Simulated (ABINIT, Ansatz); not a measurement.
# KBeBr3 (Pm-3m): modes at Γ and the response to a field

Which modes does KBeBr3 (Pm-3m) have at the zone centre?

Program: ABINIT 10.8.3. Level of theory: DFT LDA, scalar-relativistic, plane waves, PseudoDojo norm-conserving pseudopotentials. Results are calculated unless marked as measured.

The structure was built from a prototype and need not be the compound's stable phase.

### Step 1. Starting point

The structure is cubic, space group Pm-3m (No. 221). The conventional cell has a = 4.857 Å, b = 4.857 Å, c = 4.857 Å, α = 90.00°, β = 90.00°, γ = 90.00°. Nearest to K lie 12 Br at 3.43 Å. Nearest to Be lie 6 Br at 2.43 Å. Nearest to Br lie 2 Be at 2.43 Å and 4 K at 3.43 Å. Farther neighbours and most contacts between anions are not listed.

As a file:

```cif
data_structure
_symmetry_space_group_name_H-M 'P 1'
_symmetry_Int_Tables_number 1
_cell_length_a 4.8569
_cell_length_b 4.8569
_cell_length_c 4.8569
_cell_angle_alpha 90.000
_cell_angle_beta 90.000
_cell_angle_gamma 90.000
_cell_volume 114.57
loop_
_atom_site_label
_atom_site_type_symbol
_atom_site_fract_x
_atom_site_fract_y
_atom_site_fract_z
_atom_site_occupancy
K1 K 0.00000 0.00000 0.00000 1
Be2 Be 0.50000 0.50000 0.50000 1
Br3 Br 0.50000 0.50000 0.00000 1
Br4 Br 0.50000 0.00000 0.50000 1
Br5 Br 0.00000 0.50000 0.50000 1
```

### Step 2. Relaxing the cell and atoms

The harmonic expansion needs vanishing forces, and a free crystal bears no stress, so cell and atoms are brought to rest. Stress is more sensitive to the basis than forces are: the last 3 Ha under the cutoff are smoothed with ecutsm, and the cutoff is raised above that of the later runs.

The starting cell comes from a relaxation made beforehand in Ansatz (LDA, PseudoDojo NC).

relax.abi reads:

```
# relaxation
ionmov 2
optcell 2
dilatmx 1.08
ntime 40
tolmxf 1.0d-05
tolvrs 1.0d-14
prtwf 0
prtden 0
chksymtnons 0

# basis, mesh and filling
ecut 47.0
ecutsm 3.0
ngkpt 4 4 4
nshiftk 1
shiftk 0.0 0.0 0.0
istwfk *1
occopt 1
nband 17
nstep 100
diemac 9.0
prtebands 0
prtgsr 0
useylm 1

# cell and atoms
acell 9.178241857 9.178241857 9.178241857
rprim 
    1.0 0.0 0.0
    0.0 1.0 0.0
    0.0 0.0 1.0
ntypat 3
znucl 19 4 35
natom 5
typat 1 2 3 3 3
xred 
    0.0 0.0 0.0
    0.5 0.5 0.5
    0.5 0.5 0.0
    0.5 0.0 0.5
    0.0 0.5 0.5
pp_dirpath "./pseudo"
pseudos "K.upf, Be.upf, Br.upf"
```

Started as:

```console
> OMP_NUM_THREADS=1 mpirun -n 4 abinit relax.abi > relax.log
```

Numbers of over 12 decimals in the logs are rounded to 6 here.

relax.abo, the main output file:

```text
[banners, grids, parts of the stress and lines that vanish by symmetry left out]
- input  file    -> relax.abi
- output file    -> relax.abo
- root for input  files -> relaxi
[...]
Symmetries : space group Pm -3 m (#221); Bravais cP (primitive cubic)
[...]
mpw =       15036          nfft =      262144          nkpt =          10
[...]
== DATASET  1 ==================================================================
[...]
cutoff_energies: {ecut:  47.0, pawecutdg:  -1.0, }
[...]
ETOT  1  -91.148908968313    -9.115E+01 1.625E-01 4.384E+01
 ETOT  2  -91.295651326078    -1.467E-01 4.726E-02 3.446E+01
 ETOT  3  -91.297532408499    -1.881E-03 3.689E-04 5.458E+00
 ETOT  4  -91.297716923428    -1.845E-04 3.004E-05 8.400E-01
 ETOT  5  -91.297764259254    -4.734E-05 6.375E-07 9.643E-03
[...]
At SCF step   13       vres2   =  3.85E-15 < tolvrs=  1.00E-14 =>converged.
[...]
sigma(1 1)= -4.96365930E-07  sigma(3 2)=  0.00000000E+00
  sigma(2 2)= -4.96365930E-07  sigma(3 1)=  0.00000000E+00
  sigma(3 3)= -4.96365930E-07  sigma(2 1)=  0.00000000E+00
[...]
convergence: {deltae: -3.055E-12, res2:  3.855E-15, residm:  6.581E-17, diffor: null, }
etotal    :  -9.12977650E+01
[...]
ETOT  1  -91.297765012101    -9.130E+01 2.859E-12 1.185E-04
[...]
At SCF step    9       vres2   =  6.56E-16 < tolvrs=  1.00E-14 =>converged.
[...]
sigma(1 1)= -4.31528898E-07  sigma(3 2)=  0.00000000E+00
  sigma(2 2)= -4.31528898E-07  sigma(3 1)=  0.00000000E+00
  sigma(3 3)= -4.31528898E-07  sigma(2 1)=  0.00000000E+00
[...]
convergence: {deltae: -3.780E-12, res2:  6.558E-16, residm:  2.856E-20, diffor: null, }
etotal    :  -9.12977650E+01
[...]
ETOT  1  -91.297764778473    -9.130E+01 2.199E-11 5.251E-03
[...]
ETOT  9  -91.297765068261     2.444E-12 1.256E-18 2.932E-14
 ETOT 10  -91.297765068258     3.027E-12 9.283E-20 4.410E-16
 At SCF step   10       vres2   =  4.41E-16 < tolvrs=  1.00E-14 =>converged.
[...]
sigma(1 1)= -2.08817024E-10  sigma(3 2)=  0.00000000E+00
  sigma(2 2)= -2.08817024E-10  sigma(3 1)=  0.00000000E+00
  sigma(3 3)= -2.08817027E-10  sigma(2 1)=  0.00000000E+00
[...]
convergence: {deltae:  3.027E-12, res2:  4.410E-16, residm:  9.283E-20, diffor: null, }
etotal    :  -9.12977651E+01
[...]
At Broyd/MD step   3, gradients are converged :
[...]
sigma(1 1)= -2.08817024E-10  sigma(3 2)=  0.00000000E+00
  sigma(2 2)= -2.08817024E-10  sigma(3 1)=  0.00000000E+00
  sigma(3 3)= -2.08817027E-10  sigma(2 1)=  0.00000000E+00
[...]
- sigma(1 1)= -6.14360895E-06  sigma(3 2)=  0.00000000E+00
- sigma(2 2)= -6.14360897E-06  sigma(3 1)=  0.00000000E+00
- sigma(3 3)= -6.14360903E-06  sigma(2 1)=  0.00000000E+00
[...]
fcart     -0.0000000000E+00 -0.0000000000E+00 -0.0000000000E+00
           strten     -2.0881702400E-10 -2.0881702444E-10 -2.0881702660E-10
================================================================================

[key lines of the parts left out:]
pressure_GPa:   6.1436E-06
Total energy (etotal) [Ha]= -9.12977650682576E+01
```

Run time: 79 s. Hardware: 4 MPI ranks of Arm Neoverse V1, shared host; 5.3 min of CPU time.

Little changed from the start: no atom moved by 0.005 Å and no cell edge by 0.1 %.

Numbers from this step:

| Item | Value |
| --- | --- |
| volume per atom | 22.92 Å³ |
| pressure | 6.14e-6 GPa |

### Step 3. Self-consistent run for the response

First-order wavefunctions inherit every error of the ground state, hence the very tight tolvrs. The mesh is shifted off Γ, since shifted meshes converge sums over the zone faster.

gs.abi reads:

```
# ground state
tolvrs 1.0d-16
prtden 1
prtwf 1

# basis, mesh and filling
ecut 38.0
ngkpt 4 4 4
nshiftk 1
shiftk 0.5 0.5 0.5
istwfk *1
occopt 1
nband 17
nstep 100
diemac 9.0
prtebands 0
prtgsr 0
useylm 1

# cell and atoms
acell 9.179288481 9.179288481 9.179288481
rprim 
    1.0 0.0 0.0
    0.0 1.0 0.0
    0.0 0.0 1.0
ntypat 3
znucl 19 4 35
natom 5
typat 1 2 3 3 3
xred 
    0.0 0.0 0.0
    0.5 0.5 0.5
    0.5 0.5 0.0
    0.5 0.0 0.5
    0.0 0.5 0.5
pp_dirpath "./pseudo"
pseudos "K.upf, Be.upf, Br.upf"
```

Started as:

```console
> OMP_NUM_THREADS=1 mpirun -n 4 abinit gs.abi > gs.log
```

gs.abo, the main output file:

```text
[banners, grids, parts of the stress and lines that vanish by symmetry left out]
- input  file    -> gs.abi
- output file    -> gs.abo
- root for input  files -> gsi
[...]
Symmetries : space group Pm -3 m (#221); Bravais cP (primitive cubic)
[...]
mpw =        8671          nfft =      157464          nkpt =           4
[...]
== DATASET  1 ==================================================================
[...]
cutoff_energies: {ecut:  38.0, pawecutdg:  -1.0, }
[...]
ETOT  1  -91.257924765157    -9.126E+01 8.415E-02 6.280E+01
 ETOT  2  -91.297014721231    -3.909E-02 1.038E-05 3.588E+00
 ETOT  3  -91.297585882364    -5.712E-04 2.126E-06 1.258E-01
 ETOT  4  -91.297595161373    -9.279E-06 1.065E-07 3.706E-03
 ETOT  5  -91.297595303159    -1.418E-07 2.397E-09 2.895E-04
[...]
ETOT 13  -91.297595316243     1.421E-12 6.328E-20 3.255E-16
 ETOT 14  -91.297595316241     1.677E-12 2.353E-21 1.432E-17
 At SCF step   14       vres2   =  1.43E-17 < tolvrs=  1.00E-16 =>converged.
[...]
sigma(1 1)=  3.60644705E-06  sigma(3 2)=  0.00000000E+00
  sigma(2 2)=  3.60644705E-06  sigma(3 1)=  0.00000000E+00
  sigma(3 3)=  3.60644705E-06  sigma(2 1)=  0.00000000E+00
[...]
convergence: {deltae:  1.677E-12, res2:  1.432E-17, residm:  2.353E-21, diffor: null, }
etotal    :  -9.12975953E+01
[...]
sigma(1 1)=  3.60644705E-06  sigma(3 2)=  0.00000000E+00
  sigma(2 2)=  3.60644705E-06  sigma(3 1)=  0.00000000E+00
  sigma(3 3)=  3.60644705E-06  sigma(2 1)=  0.00000000E+00
[...]
- sigma(1 1)=  1.06105335E-01  sigma(3 2)=  0.00000000E+00
- sigma(2 2)=  1.06105335E-01  sigma(3 1)=  0.00000000E+00
- sigma(3 3)=  1.06105335E-01  sigma(2 1)=  0.00000000E+00
[...]
fcart     -0.0000000000E+00 -0.0000000000E+00 -0.0000000000E+00
           strten      3.6064470461E-06  3.6064470461E-06  3.6064470461E-06
================================================================================

[key lines of the parts left out:]
pressure_GPa:  -1.0611E-01
```

Run time: 11 s. Hardware: 4 MPI ranks.

Read from the output:

- pressure: -0.1061 GPa

The cell stands at -0.11 GPa: the relaxation ran with a smoothed and higher cutoff and on another k mesh.

### Step 4. The gap at rest

Empty bands on the ground state's density check that the gap assumed so far is there in this cell.

gap.abi reads:

```
# empty bands on the ground state's density
iscf -2
getden_filepath "gso_DEN"
tolwfr 1.0d-12
nbdbuf 2
prtwf 0

# basis, mesh and filling
ecut 38.0
ngkpt 4 4 4
nshiftk 1
shiftk 0.0 0.0 0.0
istwfk *1
occopt 1
nband 21
nstep 100
diemac 9.0
prtebands 0
prtgsr 0
useylm 1

# cell and atoms
acell 9.179288481 9.179288481 9.179288481
rprim 
    1.0 0.0 0.0
    0.0 1.0 0.0
    0.0 0.0 1.0
ntypat 3
znucl 19 4 35
natom 5
typat 1 2 3 3 3
xred 
    0.0 0.0 0.0
    0.5 0.5 0.5
    0.5 0.5 0.0
    0.5 0.0 0.5
    0.0 0.5 0.5
pp_dirpath "./pseudo"
pseudos "K.upf, Be.upf, Br.upf"
```

Started as:

```console
> OMP_NUM_THREADS=1 mpirun -n 4 abinit gap.abi > gap.log
```

gap.abo, the main output file:

```text
[banners, grids, parts of the stress and lines that vanish by symmetry left out]
- input  file    -> gap.abi
- output file    -> gap.abo
- root for input  files -> gapi
[...]
Symmetries : space group Pm -3 m (#221); Bravais cP (primitive cubic)
[...]
mpw =        8709          nfft =      157464          nkpt =          10
[...]
== DATASET  1 ==================================================================
[...]
cutoff_energies: {ecut:  38.0, pawecutdg:  -1.0, }
[...]
-outvars: echo values of variables after computation
            acell      9.1792884810E+00  9.1792884810E+00  9.1792884810E+00 Bohr
================================================================================
```

Wall time 19 s (4 MPI ranks); 77 s of CPU time.

Read from the output:

| Quantity | Value |
| --- | --- |
| gap on the k-mesh | 1.076 eV |

In this cell the gap on the mesh is 1.1 eV, indirect (smallest direct 1.8 eV), so fixed occupations hold.

### Step 5. Zone-centre response

The derivative of the wavefunctions by k comes first, since the response to a field is built on it; then the field and the displacements that symmetry doesn't supply are solved at q = 0.

It reads the wavefunctions written in step 3.

dfpt_gamma.abi reads:

```
ndtset 2

# common to the responses
getwfk_filepath "gso_WFK"
kptopt 2
nqpt 1
qpt 0.0 0.0 0.0
asr 0
chneut 0

# d/dk
rfelfd1 2
rfdir1 1 1 1
iscf1 -3
tolwfr1 1.0d-20

# displacements, field
rfphon2 1
rfatpol2 1 5
rfdir2 1 1 1
rfelfd2 3
getddk2 1
tolvrs2 1.0d-10
prtwf2 0

# basis, mesh and filling
ecut 38.0
ngkpt 4 4 4
nshiftk 1
shiftk 0.5 0.5 0.5
istwfk *1
occopt 1
nband 17
nstep 100
diemac 9.0
prtebands 0
prtgsr 0
useylm 1

# cell and atoms
acell 9.179288481 9.179288481 9.179288481
rprim 
    1.0 0.0 0.0
    0.0 1.0 0.0
    0.0 0.0 1.0
ntypat 3
znucl 19 4 35
natom 5
typat 1 2 3 3 3
xred 
    0.0 0.0 0.0
    0.5 0.5 0.5
    0.5 0.5 0.0
    0.5 0.0 0.5
    0.0 0.5 0.5
pp_dirpath "./pseudo"
pseudos "K.upf, Be.upf, Br.upf"
```

Started as:

```console
> OMP_NUM_THREADS=1 mpirun -n 4 abinit dfpt_gamma.abi > dfpt_gamma.log
```

dfpt_gamma.abo, the main output file:

```text
[banners, grids, parts of the stress and lines that vanish by symmetry left out]
- input  file    -> dfpt_gamma.abi
- output file    -> dfpt_gamma.abo
- root for input  files -> dfpt_gammai
[...]
DATASET    1 : space group Pm -3 m (#221); Bravais cP (primitive cubic)
[...]
nfft =      157464          nkpt =          32
[...]
DATASET    2 : space group Pm -3 m (#221); Bravais cP (primitive cubic)
[...]
nfft =      157464          nkpt =          32
[...]
== DATASET  1 ==================================================================
[...]
cutoff_energies: {ecut:  38.0, pawecutdg:  -1.0, }
[...]
- 35.00000   7.00000  180309                  znucl, zion, pspdat
[...]
Perturbation : derivative vs k along direction   1
[...]
-ETOT  1  -16.163580040870     -1.616E+01 4.730E-02 0.000E+00
 ETOT  2  -16.227562724076     -6.398E-02 2.806E-03 0.000E+00
 ETOT  3  -16.228535790867     -9.731E-04 6.680E-05 0.000E+00
 ETOT  4  -16.228561057164     -2.527E-05 3.286E-06 0.000E+00
 ETOT  5  -16.228561901640     -8.445E-07 9.154E-08 0.000E+00
[...]
At SCF step   15   max residual=  9.95E-21 < tolwfr=  1.00E-20 =>converged.
[...]
Perturbation : derivative vs k along direction   2
[...]
-ETOT  1  -16.161939673712     -1.616E+01 3.653E-02 0.000E+00
[...]
At SCF step   15   max residual=  9.95E-21 < tolwfr=  1.00E-20 =>converged.
[...]
Perturbation : derivative vs k along direction   3
[...]
-ETOT  1  -16.163579958724     -1.616E+01 4.730E-02 0.000E+00
[...]
At SCF step   15   max residual=  9.95E-21 < tolwfr=  1.00E-20 =>converged.
[...]
1        1       1.1243544110    0.0000000000
     1        2       0.0000000000    0.0000000000
     1        3       0.0000000000    0.0000000000
     2        1       0.0000000000    0.0000000000
     2        2       1.1243544110    0.0000000000
     2        3       0.0000000000    0.0000000000
     3        1       0.0000000000    0.0000000000
     3        2       0.0000000000    0.0000000000
     3        3       1.1243544110    0.0000000000
[...]
== DATASET  2 ==================================================================
[...]
cutoff_energies: {ecut:  38.0, pawecutdg:  -1.0, }
[...]
Perturbation : displacement of atom   1   along direction   1
[...]
-ETOT  1   5.294872     -2.781E+03 7.764E+00 6.619E+02
[...]
At SCF step   13       vres2   =  3.47E-12 < tolvrs=  1.00E-10 =>converged.
[...]
Perturbation : displacement of atom   2   along direction   1
[...]
-ETOT  1   1.080453     -6.661E+03 1.467E+02 3.745E+03
[...]
At SCF step   10       vres2   =  6.88E-11 < tolvrs=  1.00E-10 =>converged.
[...]
Perturbation : displacement of atom   3   along direction   1
[...]
-ETOT  1   1.883776     -7.514E+02 3.950E+00 7.124E+02
[...]
At SCF step   11       vres2   =  4.38E-12 < tolvrs=  1.00E-10 =>converged.
[...]
Perturbation : displacement of atom   3   along direction   3
[...]
-ETOT  1   4.169523     -7.370E+02 3.200E+00 8.944E+03
[...]
At SCF step   11       vres2   =  9.79E-12 < tolvrs=  1.00E-10 =>converged.
[...]
Perturbation : homogeneous electric field along direction   1
[...]
-ETOT  1  -92.912175607823     -9.291E+01 2.302E+00 3.410E+04
[...]
ETOT 11  -104.42560803968     -5.400E-13 2.191E-14 1.654E-10
 ETOT 12  -104.42560803968      5.684E-13 6.343E-16 7.182E-12
 At SCF step   12       vres2   =  7.18E-12 < tolvrs=  1.00E-10 =>converged.
[...]
Dielectric tensor, in cartesian coordinates,
[...]
1    7   1    7         4.6211633876        -0.0000000000
   1    7   2    7        -0.0000000000        -0.0000000000
   1    7   3    7        -0.0000000000        -0.0000000000
   2    7   1    7        -0.0000000000        -0.0000000000
   2    7   2    7         4.6211633876        -0.0000000000
   2    7   3    7        -0.0000000000        -0.0000000000
   3    7   1    7        -0.0000000000        -0.0000000000
   3    7   2    7        -0.0000000000        -0.0000000000
   3    7   3    7         4.6211633876        -0.0000000000
  Effective charges, in cartesian coordinates,
[...]
1    1   1    7         1.2906825616         0.0000000000
   2    1   1    7         0.0000000000         0.0000000000
   3    1   1    7         0.0000000000         0.0000000000
   1    2   1    7         3.1319236166         0.0000000000
   2    2   1    7         0.0000000000         0.0000000000
[...]
Effective charges, in cartesian coordinates,
[...]
2    7   1    5         0.0000000000         0.0000000000
   3    7   1    5         0.0000000000         0.0000000000
   1    7   2    5         0.0000000000         0.0000000000
   2    7   2    5        -0.6769627404         0.0000000000
   3    7   2    5         0.0000000000         0.0000000000
   1    7   3    5         0.0000000000         0.0000000000
   2    7   3    5         0.0000000000         0.0000000000
   3    7   3    5        -0.6769627404         0.0000000000
  Phonon wavevector (reduced coordinates) :  0.00000  0.00000  0.00000
 Phonon energies in Hartree :
[...]
Phonon frequencies in cm-1    :
- -2.808971E+02 -2.808971E+02 -2.808971E+02  3.470011E-01  3.470014E-01
-  3.470024E-01  6.524687E+01  6.524687E+01  6.524687E+01  8.348671E+01
-  8.348671E+01  8.348671E+01  1.304399E+02  1.304399E+02  1.304399E+02
  Phonon at Gamma, with non-analyticity in the
[...]
Phonon energies in Hartree :
[...]
Phonon frequencies in cm-1    :
- -2.808971E+02 -2.808971E+02 -5.905704E+01  3.470011E-01  3.470014E-01
-  1.603745E+00  6.524687E+01  6.524687E+01  6.524687E+01  8.348671E+01
-  8.348671E+01  1.276481E+02  1.304399E+02  1.304399E+02  2.229540E+02
  Phonon at Gamma, with non-analyticity in the
[...]
Phonon energies in Hartree :
[...]
Phonon frequencies in cm-1    :
- -2.808971E+02 -2.808971E+02 -5.905704E+01  3.470011E-01  3.470024E-01
-  1.603745E+00  6.524687E+01  6.524687E+01  6.524687E+01  8.348671E+01
-  8.348671E+01  1.276481E+02  1.304399E+02  1.304399E+02  2.229540E+02
  Phonon at Gamma, with non-analyticity in the
[...]
Phonon energies in Hartree :
[...]
Phonon frequencies in cm-1    :
- -2.808971E+02 -2.808971E+02 -5.905704E+01  3.470014E-01  3.470024E-01
-  1.603745E+00  6.524687E+01  6.524687E+01  6.524687E+01  8.348671E+01
-  8.348671E+01  1.276481E+02  1.304399E+02  1.304399E+02  2.229540E+02
[...]
fcart2     0.0000000000E+00  0.0000000000E+00  0.0000000000E+00
           strten2     0.0000000000E+00  0.0000000000E+00  0.0000000000E+00
================================================================================
```

The job ended after 4.7 min (4 MPI ranks; 19 min of CPU time).

Numbers from this step:

- miss of the charge sum rule: 0.04780 e
- largest acoustic frequency at the zone centre before the sum rule: 0.35 cm⁻¹
- highest optical zone-centre mode (no LO-TO term): 130.4 cm⁻¹
- lowest optical zone-centre mode: -280.9 cm⁻¹
- mean high-frequency dielectric constant: 4.621
- largest Born charge in size (third of the trace): 3.132 e

Born charge (rows field, columns displacement), before the sum rule (e), principal values of the symmetric part by kind of site:

```csv
atom,atoms with these values,low,middle,high,mean
K1,1,1.29,1.29,1.29,1.29
Be2,1,3.13,3.13,3.13,3.13
Br3,3,-3.12,-0.68,-0.68,-1.49
```

In full for K1:

```
1.29 0.00 0.00
0.00 1.29 0.00
0.00 0.00 1.29
```

High-frequency dielectric tensor:

```
4.62 0.00 0.00
0.00 4.62 0.00
0.00 0.00 4.62
```

The acoustic modes at Γ come out as far as 0.3 cm⁻¹ from zero, where they should vanish, a small numerical error; the Born charges miss their sum rule by 0.048 e, which is fair. The lowest optical mode is imaginary, 281i cm⁻¹, an instability at this level and on this k mesh.

[end of part 1 of 2]

[Host names and launcher messages were left out of these logs when they were recorded.]

[Logs are printed without paths, hosts, clocks, repeated set-up lines and the standing remarks that a program may print on its own settings, such as how far it seeks lower states.]

[Hosts, paths, dates, database ids (printed as entryN), source tags and the programs' standing remarks are cut or masked in the printed files.]
